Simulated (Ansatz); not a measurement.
# linear Os chain under tension and compression, part 3 of 3

Does stretching change the magnetism or the channel count of the linear Os chain?

Ansatz 0.2.0; DFT PBEsol, plane waves, PAW; relaxation of a chain's period (the session's first sound run).

So far, conductance of the lead as this run defines it (G₀): step 3 (At a set period, period over the relaxed period 0.88 …) 6.00; step 7 (period over the relaxed period 1.04, k-mesh 1×1×35) 6.00; step 8 (period over the relaxed period 1.08, k-mesh 1×1×34) 5.00; step 9 (period over the relaxed period 1.13, k-mesh 1×1×32) 4.53; step 10 (period over the relaxed period 1.2, k-mesh 1×1×30) 4.29. Also absolute moment (μB): step 8 1.63; step 9 2.21; step 10 2.56.

### 11. At a set period, period over the relaxed period 1.3, k-mesh 1×1×28

Level of this step: DFT PBEsol, plane waves, PAW; channels and complex bands of a perfect chain (Ansatz).

The period is set to 1.3 times the relaxed one: longer bonds narrow the bands.

The cell differs from the one that the last finished run ended in (c 2.667 → 2.889 Å).

Contents of input.yaml:

```yaml
crystal:
  lattice:
    - [7.5, 0.0, 0.0]
    - [0.0, 7.5, 0.0]
    - [0.0, 0.0, 2.889336158]
  atoms:
    - { symbol: Os, position: [0.5, 0.5, 0.0], spin: 1.5 }
magnetization:
  spin_polarized: true
kpoints:
  mp_grid: { grid: [1, 1, 28] }
scf:
  occupations: { method: fermi_dirac, width: 0.05 }
hamiltonian:
  xc: pbesol
output:
  transmission:
    e_range: [-2, 2]
    de: 0.035
    kmesh: [1, 1]
    reduced_basis: true
    leads: [[0, 0]]
  stress: true
```

Run with:

```bash
$ ansatz run input.yaml --threads 4 --pin off --max-ram 8192MiB --backend cpu --events-out ev --progress --plain --runs-dir out
```

Numbers of over 12 decimals in the logs are rounded to 6 here.

What it wrote:

```text
[...]
Crystal: 1 atoms, lattice volume = 162.525 Å³
Basis set: ecut = 420 eV, 3185 PW (Γ)
Bands: 13, of which v1, the nominal top of the filled ones, is band 8 counted from 1 (7 counted from 0)
Symmetry: 16 space group operations
[...]
k-points: 15 of 28
[...]
Starting moments: Σ|m| = 1.5 μB on 1 of 1 site
[...]
--- Transmission ---
  basis      : 497 plane waves across, 4 finite elements along
  points     : 1, standing for a mesh of 1 x 1
[...]
crystal 0  : Os1, at the sites [0, 0], period 2.8893 Å: whole cells are its period
[...]
filled         : 17.1 meV under the level at which it is neutral
    channels       : 1.000000e0 up, 5.000000e0 down
[...]
[key lines of the parts left out:]
SCF converged after 10 iterations
Magnetization: 3.4444 μB (9.7222 up, 6.2778 down)
Free energy (F): -11243.874322 eV
Fermi energy:    -2.097784 eV
P = ⅓ Tr σ = -2.4216 GPa (-24.216 kbar)
```

It took 16 s on 4 threads of Arm Neoverse V1, shared host; peak memory 0.42 GiB.

Table of open channels of the lead by energy, zero at the Fermi level:

| energy (eV) | spin up | spin down |
| --- | --- | --- |
| -2.000 | 6 | 1 |
| -1.895 | 4 | 1 |
| -1.790 | 4 | 1 |
| -1.685 | 4 | 1 |
| -1.615 | 4 | 1 |
| -1.510 | 4 | 1 |
| -1.405 | 4 | 1 |
| -1.300 | 3 | 1 |
| -1.195 | 3 | 1 |
| -1.090 | 3 | 3 |
| -0.985 | 3 | 3 |
| -0.915 | 3 | 3 |
| -0.810 | 3 | 3 |
| -0.705 | 3 | 3 |
| -0.600 | 3 | 3 |
| -0.495 | 3 | 3 |
| -0.390 | 3 | 4 |
| -0.285 | 1 | 4 |
| -0.215 | 1 | 4 |
| -0.110 | 1 | 4 |
| -0.005 | 1 | 5 |
| 0.100 | 1 | 6 |
| 0.205 | 1 | 6 |
| 0.310 | 1 | 6 |
| 0.415 | 1 | 6 |
| 0.485 | 1 | 6 |
| 0.590 | 1 | 5 |
| 0.695 | 1 | 4 |
| 0.800 | 1 | 4 |
| 0.905 | 1 | 4 |
| 1.010 | 1 | 3 |
| 1.115 | 1 | 3 |
| 1.185 | 1 | 3 |
| 1.290 | 1 | 3 |
| 1.395 | 1 | 3 |
| 1.500 | 1 | 3 |
| 1.605 | 1 | 1 |
| 1.710 | 1 | 1 |
| 1.815 | 1 | 1 |
| 1.885 | 1 | 1 |

At the computed energy nearest the Fermi level there are 1 spin-up and 5 spin-down channels, and the thermal average gives 2.80 G₀. The change of length costs 1.688 eV a cell and leaves an absolute moment of 3.45 μB a cell.

Between step 3 and this run (period over the relaxed period 1.3 and k-mesh 1×1×28) the value for the conductance of the lead as this run defines it moves from 6.00 G₀ to 2.80 G₀ (-53 %).

### 12. Comparing the runs

Times are for 4 threads of Arm Neoverse V1, shared host. The series side by side:

| no. | period over the relaxed period | conductance of the lead as this run defines it (G₀) | absolute moment (μB) | energy at zero smearing less the lowest (eV) | time | memory (GiB) |
| --- | --- | --- | --- | --- | --- | --- |
| 1 | 0.88 | 6.000 | 0 | 1.512 | 26 s | 0.47 |
| 2 | 0.92 | 6.000 | 0 | 0.5626 | 25 s | 0.45 |
| 3 | 0.96 | 6.000 | 0 | 0.1176 | 22 s | 0.44 |
| 4 | 1 | 6.000 | 0 | 0 | 20 s | 0.43 |
| 5 | 1.04 | 6.000 | 0 | 0.09569 | 24 s | 0.45 |
| 6 | 1.08 | 5.000 | 1.626 | 0.2707 | 17 s | 0.42 |
| 7 | 1.13 | 4.528 | 2.207 | 0.5796 | 26 s | 0.47 |
| 8 | 1.2 | 4.287 | 2.556 | 1.063 | 28 s | 0.47 |
| 9 | 1.3 | 2.797 | 3.450 | 1.688 | 16 s | 0.42 |

### 13. The same system on other settings

This step: DFT PBEsol, plane waves, PAW; channels and complex bands of a perfect chain; changed: kpoints.mp_grid.shift = [0.0, 0.0, 0.5], scf.lower_state_search = "full" (Ansatz 0.2.0).

The atoms of the run at the relaxed period are kept and the input is varied, to see whether the result depends on it.

input.yaml, the sections that differ from step 11:

```yaml
crystal:
  lattice:
    - [7.5, 0.0, 0.0]
    - [0.0, 7.5, 0.0]
    - [0.0, 0.0, 2.2225662754]
  atoms:
    - { symbol: Os, position: [0.5, 0.5, 0.0], spin: 1.5 }
kpoints:
  mp_grid: { grid: [1, 1, 36], shift: [0.0, 0.0, 0.5] }
scf:
  occupations: { method: fermi_dirac, width: 0.05 }
  lower_state_search: full
# magnetization, hamiltonian, output: as in step 11
```

What it wrote:

```text
the run goes by scf.lower_state_search full: where its kind and settings allow, a search for a lower-energy state can add stability tests and further SCF calculations, which can take many times as long as the SCF (see the manual's entry of the key); standard usually adds fewer, off none
[...]
Crystal: 1 atoms, lattice volume = 125.019 Å³
Basis set: ecut = 420 eV, 2463 PW (Γ)
Bands: 13, of which v1, the nominal top of the filled ones, is band 8 counted from 1 (7 counted from 0)
Symmetry: 16 space group operations
[...]
k-points: 18 of 36
[...]
Starting moments: Σ|m| = 1.5 μB on 1 of 1 site
[...]
SCF iter  11: F=-11245.570674 eV  HF=-11245.570674 eV  |F-HF|=1.82e-12  |Δ(HF+E_count)|=  1.09e-10  Δρ=1.10e-7 (↑5.27e-8 ↓1.10e-7)  dr2=1.00e-11  dr2_m=3.78e-12  M=0.000 μB ∫|m|=0.000 μB  ethr=4.60e-12  ⟨swp⟩=1.9  Hψ=1349  notcnv=0
SCF 1 converged in 11 iterations: F = -11245.570674 eV  dr2 = 1.00e-11
[...]
transmission: 6 of 36 steps passed
transmission: 9 of 36 steps passed
[...]
transmission: 36 of 36 steps passed
Symmetry: 1 space group operations
k-points: 18 of 36 (time reversal used)
[...]
SCF iter   1: F=—  HF=-11245.570674 eV  |F-HF|=—  |Δ(HF+E_count)|=         —  Δρ=1.97e-7 (↑1.16e-7 ↓1.97e-7)  dr2=8.61e-11  dr2_m=9.34e-12  M=0.000 μB ∫|m|=0.000 μB  β_m=0.65  ethr=7.05e-8  ⟨swp⟩=4.1  Hψ=4196  notcnv=0
eigensolver tolerance schedule: the retry pair's looser diagonalisation over-reported the residual by 131103.63 of it (diagonalisation noise at an unbounded share of the residual, at the tolerance the schedule requests for it); recorded, not acted on — ethr = c·dr2/N_el stays at c = 1.0e-1
[...]
SCF iter   2: F=-11245.570674 eV  HF=-11245.570674 eV  |F-HF|=2.91e-11  |Δ(HF+E_count)|=   2.56e-8  Δρ=9.23e-8 (↑9.23e-8 ↓7.22e-8)  dr2=3.93e-11  dr2_m=1.91e-12  M=0.000 μB ∫|m|=0.000 μB  ethr=1.00e-12  ⟨swp⟩=1.0  Hψ=1698  notcnv=0
SCF 2 converged in 2 iterations: F = -11245.570674 eV  dr2 = 3.93e-11
an SCF from the run's close, with 15 of the crystal's symmetry operations given up, reached no lower state that the run goes on to. This is no proof of a minimum
[...]
SCF converged after 11 iterations
Magnetization: 0.0000 μB (8.0000 up, 8.0000 down)
Absolute magnetization: 0.0000 μB (∫|ρ↑−ρ↓|, with the PAW one-centre terms)
[...]
Per-site moments (μB) at R_I (Å): [(5.648635850258919e-6, 0.916809)]
Free energy (F): -11245.570674 eV
[...]
Internal energy: -11245.554113 eV  (E = F + TS)
E sigma→0 (E₀):  -11245.562394 eV
Entropy (-TS):   -0.016561 eV (-16.561 meV/atom)
Fermi energy:    -1.913363 eV
[...]
--- Stress (GPa, compression-positive) ---
       -0.137949       0.000000       0.000000
        0.000000      -0.137949       0.000000
        0.000000       0.000000      -0.389302
  P = ⅓ Tr σ = -0.2217 GPa (-2.217 kbar)
--- Band table (eV; the first three rows and the last of 36) ---
  k-point 0 ↑: bands = [... 4 lower, -9.0953, -4.3934, -3.5128, -3.5043, 0.6544, 0.6544, 1.6482, 1.6482, ... 1 higher]
  k-point 1 ↑: bands = [... 4 lower, -8.9325, -4.3539, -3.4871, -3.4787, 0.3649, 0.3649, 1.8173, 1.8173, ... 1 higher]
  k-point 2 ↑: bands = [... 4 lower, -8.6102, -4.2752, -3.4362, -3.4280, -0.0781, -0.0781, 2.0393, 2.0393, ... 1 higher]
  k-point 17 ↓: bands = [... 4 lower, -6.5525, -6.5525, -1.4725, -1.4714, -0.4425, 3.8826, 8.3539, 8.3539, ... 1 higher]
--- Transmission ---
  basis      : 497 plane waves across, 3 finite elements along
  points     : 1, standing for a mesh of 1 x 1
[...]
crystal 0  : Os1, at the sites [0, 0], period 2.2226 Å: whole cells are its period
[...]
filled         : 25.8 meV over the level at which it is neutral
    channels       : 6.000000e0 up, 6.000000e0 down
[...]
```

The job ended after 26 s (4 threads; peak memory 0.47 GiB; 87 s of CPU time).

This step gave:

```
energy at zero smearing                                   : -11245.5624 eV
channels at the energy nearest the Fermi level, spin up   : 6
channels at the energy nearest the Fermi level, spin down : 6
conductance of the lead as this run defines it            : 6.000 G₀
```

Table of open channels of the lead by energy, zero at the Fermi level:

| energy (eV) | spin up | spin down |
| --- | --- | --- |
| -2.000 | 4 | 4 |
| -1.895 | 4 | 4 |
| -1.790 | 4 | 4 |
| -1.685 | 4 | 4 |
| -1.615 | 4 | 4 |
| -1.510 | 6 | 6 |
| -1.405 | 6 | 6 |
| -1.300 | 6 | 6 |
| -1.195 | 6 | 6 |
| -1.090 | 6 | 6 |
| -0.985 | 6 | 6 |
| -0.915 | 6 | 6 |
| -0.810 | 6 | 6 |
| -0.705 | 6 | 6 |
| -0.600 | 6 | 6 |
| -0.495 | 6 | 6 |
| -0.390 | 6 | 6 |
| -0.285 | 6 | 6 |
| -0.215 | 6 | 6 |
| -0.110 | 6 | 6 |
| -0.005 | 6 | 6 |
| 0.100 | 6 | 6 |
| 0.205 | 6 | 6 |
| 0.310 | 6 | 6 |
| 0.415 | 6 | 6 |
| 0.485 | 4 | 4 |
| 0.590 | 4 | 4 |
| 0.695 | 4 | 4 |
| 0.800 | 4 | 4 |
| 0.905 | 4 | 4 |
| 1.010 | 4 | 4 |
| 1.115 | 4 | 4 |
| 1.185 | 4 | 4 |
| 1.290 | 4 | 4 |
| 1.395 | 4 | 4 |
| 1.500 | 3 | 3 |
| 1.605 | 3 | 3 |
| 1.710 | 3 | 3 |
| 1.815 | 3 | 3 |
| 1.885 | 3 | 3 |

It took 26 s against 20 s for the run it varies, and the conductance is 6.00 G₀ against 6.00 G₀.

The channels at the energy nearest the Fermi level, spin up, channels at the energy nearest the Fermi level, spin down and conductance of the lead as this run defines it stay within 0.2 % plus 0.001 of the run it varies.

### 14. Outcome

| Quantity | Value |
| --- | --- |
| relaxed cell length | 2.223 Å |
| conductance at period × 0.88 | 6.00 G₀ |
| conductance at period × 1.0 | 6.00 G₀ |
| conductance at period × 1.13 | 4.53 G₀ |
| conductance at period × 1.3 | 2.80 G₀ |
| absolute moment at period × 0.88 | 0 μB |
| absolute moment at period × 1.0 | 0 μB |
| absolute moment at period × 1.3 | 3.45 μB |

What this shows: In these runs no moment survives at the shortest period, and one is present from a factor of 1.08 on: longer bonds narrow the bands, which favours exchange splitting. The conductance goes from 6.00 G₀ at the shortest period to 2.80 G₀ at the longest, while the magnetic state changes too. Transport is coherent and elastic here: the atoms are frozen, so scattering by vibrations plays no part. Spin-orbit coupling is left out, which matters for the bands of heavy atoms. No search over magnetic orders was made; another may lie lower. For the perfect chain only parallel moments were started; its antiparallel and spiral orders were not tested. Conductances of a perfect chain off the multiples of half a G0 come from band edges within the thermal window; the square box also splits pairs of bands that an isolated chain keeps degenerate, which moves such edges. The lead's cell of one atom keeps the chain straight and evenly spaced; a zigzag or dimerised form may lie lower.

[Logs are printed without paths, hosts, clocks, repeated set-up lines and the standing remarks that a program may print on its own settings, such as how far it seeks lower states.]

[Hosts, paths, dates, database ids (printed as entryN), source tags and the programs' standing remarks are cut or masked in the printed files.]
